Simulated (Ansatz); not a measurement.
CsPbBr3 (Pm-3m): least direct gap against volume

The cell of CsPbBr3 (Pm-3m) is scaled evenly and the response computed anew at each volume, on one mesh. The atoms keep their fractional positions.

The structure is cubic, space group Pm-3m (No. 221). The conventional cell has a = 5.870 Å, b = 5.870 Å, c = 5.870 Å, α = 90.00°, β = 90.00°, γ = 90.00°. Around Pb on site b lie 6 Br at 2.94 Å. Cs on site a is surrounded by 12 Br at 4.15 Å. Br on site c has 2 Pb at 2.94 Å as nearest neighbours.

Method: Ansatz 0.2.0, r2SCAN, independent particles, k-mesh 4×4×4 with interpolation inside its cells, Gaussian parameter 0.1 eV.

Launch of the response step: `ansatz run input.yaml --threads 4 --pin off --max-ram 8192MiB --backend cpu --events-out ev --progress --plain --runs-dir out`. The series took 7.0 min in all, on 4 threads of Intel(R) Xeon(R) Processor @ 2.50GHz (Skylake/Cascade Lake), with other jobs on the host.

```
V/V₀  V (Å³, primitive cell)  least direct gap (eV)
0.94                  190.13                  1.590
0.96                  194.17                  1.697
0.98                  198.22                  1.797
1.00                  202.26                  1.889
1.02                  206.31                      ?
1.04                  210.35                  2.053
1.06                  214.40                  2.125
```

For small changes the quantity should be close to linear in ln V.

Working, on the rows shown:

| x = ln(V/V₀) | y = least direct gap |
| --- | --- |
| -0.0618754 | 1.59 |
| -0.040822 | 1.697 |
| -0.0202027 | 1.797 |
| 0 | 1.889 |
| 0.0392207 | 2.053 |
| 0.0582689 | 2.125 |

Means: x̄ = -0.0042351, ȳ = 1.8585. Σ(x − x̄)(y − ȳ) = 0.04761, Σ(x − x̄)² = 0.01073. Slope = 0.04761 / 0.01073 = 4.437; intercept = ȳ − slope · x̄ = 1.8773. The line misses the rows shown by at most 0.013 eV.

Q: What does the fit predict for the withheld row, and how well does it do?

A: At x = 0.019803 the line gives y = 1.9652 eV. The run gave 1.974 eV, so the interpolation is off by 0.0088 eV, 1.7 % of the range in the table.

Between the rows on either side of x = 0 the slope is (1.974 − 1.797) / (0.019803 − (-0.020203)) = 4.424. That is a volume deformation potential of 4.4 eV: the least direct gap on this mesh narrows by 44 meV for each per cent of compression. Spin-orbit coupling is left out.

[Logs are printed without paths, hosts, clocks, repeated set-up lines and the standing remarks that a program may print on its own settings, such as how far it seeks lower states.]
